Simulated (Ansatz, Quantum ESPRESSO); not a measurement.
# Ballistic transmission: vacuum gap of 7.0 Å between two Pb(100) faces, part 3 of 4

Aim: the zero-bias transmission with pwcond for this junction: vacuum gap of 7.0 Å between two Pb(100) faces.

Quantum ESPRESSO 7.5; plane-wave DFT, PBEsol, GBRV ultrasoft pseudopotentials; cross-check by Ansatz 0.2.0 with PAW datasets.

So far. Step 2 (SCF with pw.x): The run needed 10 iterations to bring the estimated error under 1e-07 Ry; the largest force on any atom, held or free, is 0.40 eV/Å. Step 3 (Transmission with pwcond.x): At no point does T exceed the number of channels.

**4. The open system, with nz1 = 1**

Level of this step: transmission by pwcond, lead and junction from one cell; plane-wave DFT, PBEsol, GBRV ultrasoft pseudopotentials (Quantum ESPRESSO).

A sensitivity test on the input.

Input file cond.w.in:

```
&inputcond
  outdir = './out'
  prefixt = 'scf'
  tran_file = 'cond.w.dat'
  bdl = 1.4142135624
  bds = 9.7462650377
  ikind = 1
  ewind = 4.0
  epsproj = 1e-05
  nz1 = 1
  energy0 = 0.4
  denergy = -0.4
/
21
  0.00000000 0.00000000 0.01000000
  0.00000000 0.10000000 0.04000000
  0.00000000 0.20000000 0.04000000
  0.00000000 0.30000000 0.04000000
  0.00000000 0.40000000 0.04000000
  0.00000000 0.50000000 0.02000000
  0.10000000 0.10000000 0.04000000
  0.10000000 0.20000000 0.08000000
  0.10000000 0.30000000 0.08000000
  0.10000000 0.40000000 0.08000000
  0.10000000 0.50000000 0.04000000
  0.20000000 0.20000000 0.04000000
  0.20000000 0.30000000 0.08000000
  0.20000000 0.40000000 0.08000000
  0.20000000 0.50000000 0.04000000
  0.30000000 0.30000000 0.04000000
  0.30000000 0.40000000 0.08000000
  0.30000000 0.50000000 0.04000000
  0.40000000 0.40000000 0.04000000
  0.40000000 0.50000000 0.04000000
  0.50000000 0.50000000 0.01000000
3
```

Started as:

```sh
> OMP_NUM_THREADS=1 mpirun -n 4 pwcond.x -in cond.w.in > cond.w.out
```

The program printed:

```text
[banner, memory and clock lines left out]
Program PWCOND v.7.5 starts
[citation notice left out]

[...]
./out/scf.save/

[...]
negative rho (up, down):  1.856E-01 0.000E+00
     Reading collected, re-writing distributed wavefunctions

===== INPUT FILE containing all the regions =====

     GEOMETRY:

     lattice parameter (alat)  =       6.7213  a.u.
     the volume                =    2959.3326 (a.u.)^3
     the cross section         =      45.1756 (a.u.)^2
     l of the unit cell        =       9.7463 (alat)
     number of atoms/cell      =           12
     number of atomic types    =            1

     crystal axes: (cart. coord. in units of alat)
               a(1) = (  1.0000  0.0000  0.0000 )
               a(2) = (  0.0000  1.0000  0.0000 )
               a(3) = (  0.0000  0.0000  9.7463 )

   Cartesian axes

     site n.     atom                  positions (alat units)
          1        Pb     tau(  1)=(  0.0000  0.0000  9.7463  )
          2        Pb     tau(  2)=(  0.5000  0.5000  0.7071  )
          3        Pb     tau(  3)=(  0.0000  0.0000  1.4142  )
          4        Pb     tau(  4)=(  0.5000  0.5000  2.1213  )
          5        Pb     tau(  5)=(  0.0000  0.0000  2.8284  )
          6        Pb     tau(  6)=(  0.5000  0.5000  3.5355  )
          7        Pb     tau(  7)=(  0.0000  0.0000  5.5036  )
          8        Pb     tau(  8)=(  0.5000  0.5000  6.2107  )
          9        Pb     tau(  9)=(  0.0000  0.0000  6.9178  )
         10        Pb     tau( 10)=(  0.5000  0.5000  7.6249  )
         11        Pb     tau( 11)=(  0.0000  0.0000  8.3321  )
         12        Pb     tau( 12)=(  0.5000  0.5000  9.0392  )

     nr1s                      =           27
     nr2s                      =           27
     nr3s                      =          270
     nr1sx                     =           27
     nr2sx                     =           27
     nr3sx                     =          270
     nr1                       =           32
     nr2                       =           32
     nr3                       =          300
     nr1x                      =           32
     nr2x                      =           32
     nr3x                      =          300

 _______________________________
  Radii of nonlocal spheres:

     type       ibeta     ang. mom.          radius (alat units)
       Pb         1         0                    0.3458
       Pb         2         0                    0.3458
       Pb         3         1                    0.3458
       Pb         4         1                    0.3458
       Pb         5         2                    0.3458
       Pb         6         2                    0.3458
----- General information -----

--- T calc. with identical leads (ikind=1) ---

     nrx                       =           27
     nry                       =           27
     nz1                       =            1

     energy0               =         4.0E-01
     denergy               =        -4.0E-01
     nenergy               =          3
     ecut2d                =         4.0E+01
     ewind                 =         4.0E+00
     epsproj               =         1.0E-05

     number of k_|| points=   21
                       cryst. coord.
        k(    1) = (   0.0000000   0.0000000), wk =   0.0100000
        k(    2) = (   0.0000000   0.1000000), wk =   0.0400000
[...]
k(   21) = (   0.5000000   0.5000000), wk =   0.0100000
----- Information about left/right lead -----

     nocros                   =           18
     noins                    =           18
     norb                     =           54
     norbf                    =          198
     nrz                      =           39

      iorb      type   ibeta   ang. mom.   m       position (alat)
        1        1       1        0        1   taunew(   1)=(  0.0000  0.0000  0.0000)
        2        1       2        0        1   taunew(   2)=(  0.0000  0.0000  0.0000)
[...]
54        1       6        2        5   taunew(  54)=(  0.0000  0.0000  1.4142)
    k slab    z(k)  z(k+1)     crossing(iorb=1,norb)
    1   0.0000 0.0363 0.0363   111111111111111111000000000000000000000000000000000000
    2   0.0363 0.0725 0.0363   111111111111111111000000000000000000000000000000000000
[...]
39   1.3780 1.4142 0.0363   000000000000000000000000000000000000111111111111111111
----- Information about scattering region -----

     noins                    =          162
     norb                     =          198
     norbf                    =          198
     nrz                      =          231

      iorb      type   ibeta   ang. mom.   m       position (alat)
        1        1       1        0        1   taunew(   1)=(  0.0000  0.0000 -0.0000)
        2        1       2        0        1   taunew(   2)=(  0.0000  0.0000 -0.0000)
[...]
198        1       6        2        5   taunew( 198)=(  0.0000  0.0000  8.3321)
 ngper, shell number =          145          23
 ngper, n2d =          145          96
---  E-Ef =    0.4000000  k =    0.0000000   0.0000000
---  ie =          1  ik =          1
 Nchannels of the left tip =            1
 Right moving states:
   k1(2pi/a)   k2(2pi/a)   E-Ef (eV)
   0.3776464  -0.0000042   0.4000000
 Left moving states:
   k1(2pi/a)   k2(2pi/a)   E-Ef (eV)
  -0.3776464  -0.0000042   0.4000000

 to transmit
 Band j to band i transmissions and reflections:
    j         i     |T_ij|^2    |R_ij|^2

    1 -->     1     0.03241     0.96759
   Total T_j, R_j =    0.03241  0.96759

E-Ef(ev), T(x2 spins) =    0.4000000   0.0648167
---  E-Ef =    0.0000000  k =    0.0000000   0.0000000
---  ie =          2  ik =          1
 Nchannels of the left tip =            1
 Right moving states:
   k1(2pi/a)   k2(2pi/a)   E-Ef (eV)
   0.3463248  -0.0000040   0.0000000
 Left moving states:
   k1(2pi/a)   k2(2pi/a)   E-Ef (eV)
  -0.3463248  -0.0000040   0.0000000

 to transmit
 Band j to band i transmissions and reflections:
    j         i     |T_ij|^2    |R_ij|^2

    1 -->     1     0.02259     0.97741
   Total T_j, R_j =    0.02259  0.97741

E-Ef(ev), T(x2 spins) =    0.0000000   0.0451701
---  E-Ef =   -0.4000000  k =    0.0000000   0.0000000
---  ie =          3  ik =          1
 Nchannels of the left tip =            1
 Right moving states:
   k1(2pi/a)   k2(2pi/a)   E-Ef (eV)
   0.3146338  -0.0000038  -0.4000000
 Left moving states:
   k1(2pi/a)   k2(2pi/a)   E-Ef (eV)
  -0.3146338  -0.0000038  -0.4000000

 to transmit
 Band j to band i transmissions and reflections:
    j         i     |T_ij|^2    |R_ij|^2

    1 -->     1     0.01570     0.98430
   Total T_j, R_j =    0.01570  0.98430

E-Ef(ev), T(x2 spins) =   -0.4000000   0.0313905
 ngper, shell number =          143          73
 ngper, n2d =          143          94
[... further energies and points left out ...]
---  E-Ef =    0.4000000  k =    0.5000000   0.5000000
---  ie =          1  ik =         21
 Nchannels of the left tip =            4
 Right moving states:
   k1(2pi/a)   k2(2pi/a)   E-Ef (eV)
  -0.2791912  -0.0000110   0.4000000
  -0.2791912  -0.0000110   0.4000000
  -0.4007136   0.0000009   0.4000000
  -0.4068248  -0.0000077   0.4000000
 Left moving states:
   k1(2pi/a)   k2(2pi/a)   E-Ef (eV)
   0.2791912  -0.0000110   0.4000000
   0.2791912  -0.0000110   0.4000000
   0.4007136   0.0000009   0.4000000
   0.4068248  -0.0000077   0.4000000

 to transmit
 Band j to band i transmissions and reflections:
    j         i     |T_ij|^2    |R_ij|^2

    1 -->     1     0.00004     0.02483
    1 -->     2     0.00000     0.97513
    1 -->     3     0.00000     0.00000
    1 -->     4     0.00000     0.00000
   Total T_j, R_j =    0.00004  0.99996

    2 -->     1     0.00000     0.97513
    2 -->     2     0.00004     0.02483
    2 -->     3     0.00000     0.00000
    2 -->     4     0.00000     0.00000
   Total T_j, R_j =    0.00004  0.99996

    3 -->     1     0.00000     0.00000
    3 -->     2     0.00000     0.00000
    3 -->     3     0.00000     1.00000
    3 -->     4     0.00000     0.00000
   Total T_j, R_j =    0.00000  1.00000

    4 -->     1     0.00000     0.00000
    4 -->     2     0.00000     0.00000
    4 -->     3     0.00000     0.00000
    4 -->     4     0.00000     1.00000
   Total T_j, R_j =    0.00000  1.00000

E-Ef(ev), T(x2 spins) =    0.4000000   0.0001662
---  E-Ef =    0.0000000  k =    0.5000000   0.5000000
---  ie =          2  ik =         21
 Nchannels of the left tip =            2
 Right moving states:
   k1(2pi/a)   k2(2pi/a)   E-Ef (eV)
  -0.3289973  -0.0000111   0.0000000
  -0.3289973  -0.0000111   0.0000000
 Left moving states:
   k1(2pi/a)   k2(2pi/a)   E-Ef (eV)
   0.3289973  -0.0000111   0.0000000
   0.3289973  -0.0000111   0.0000000

 to transmit
 Band j to band i transmissions and reflections:
    j         i     |T_ij|^2    |R_ij|^2

    1 -->     1     0.00003     0.33051
    1 -->     2     0.00000     0.66947
   Total T_j, R_j =    0.00003  0.99997

    2 -->     1     0.00000     0.66947
    2 -->     2     0.00003     0.33051
   Total T_j, R_j =    0.00003  0.99997

E-Ef(ev), T(x2 spins) =    0.0000000   0.0001027
---  E-Ef =   -0.4000000  k =    0.5000000   0.5000000
---  ie =          3  ik =         21
 Nchannels of the left tip =            2
 Right moving states:
   k1(2pi/a)   k2(2pi/a)   E-Ef (eV)
  -0.3797882  -0.0000112  -0.4000000
  -0.3797882  -0.0000112  -0.4000000
 Left moving states:
   k1(2pi/a)   k2(2pi/a)   E-Ef (eV)
   0.3797882  -0.0000112  -0.4000000
   0.3797882  -0.0000112  -0.4000000

 to transmit
 Band j to band i transmissions and reflections:
    j         i     |T_ij|^2    |R_ij|^2

    1 -->     1     0.00002     0.61546
    1 -->     2     0.00000     0.38452
   Total T_j, R_j =    0.00002  0.99998

    2 -->     1     0.00000     0.38452
    2 -->     2     0.00002     0.61546
   Total T_j, R_j =    0.00002  0.99998

E-Ef(ev), T(x2 spins) =   -0.4000000   0.0000689
   T_tot     0.40000      0.14204E-01
   T_tot     0.00000      0.10954E-01
   T_tot    -0.40000      0.80249E-02

[...]
```

The job ended after 1.8 min (4 MPI ranks of Arm Neoverse V1, shared host; peak memory 0.28 GiB).

The changed values were drawn from a wide range, not chosen for quality; the comparison shows what they did here together.

Beside the run it was changed from:

```csv
quantity,this run,unchanged run,difference
"transmission at the Fermi level, one spin",0.005477,0.005520,-4.3e-5
"lead channels at the Fermi level, one spin",1.630,1.630,0
wall time (s),108,134,
```

Over all energies T moves by up to 2.2e-4, at -0.4 eV.

The physical values in this table move by up to 0.78 %.

(Continued in part 4 of 4.)

[Logs are printed without paths, hosts, clocks, repeated set-up lines and the standing remarks that a program may print on its own settings, such as how far it seeks lower states.]

[Hosts, paths, dates, database ids (printed as entryN), source tags and the programs' standing remarks are cut or masked in the printed files.]

[Maps of the electrostatic potential energy from Ansatz leave out the sawtooth potential of an applied field or a dipole correction, so their vacuum need not be flat; planar profiles and work functions include it.]
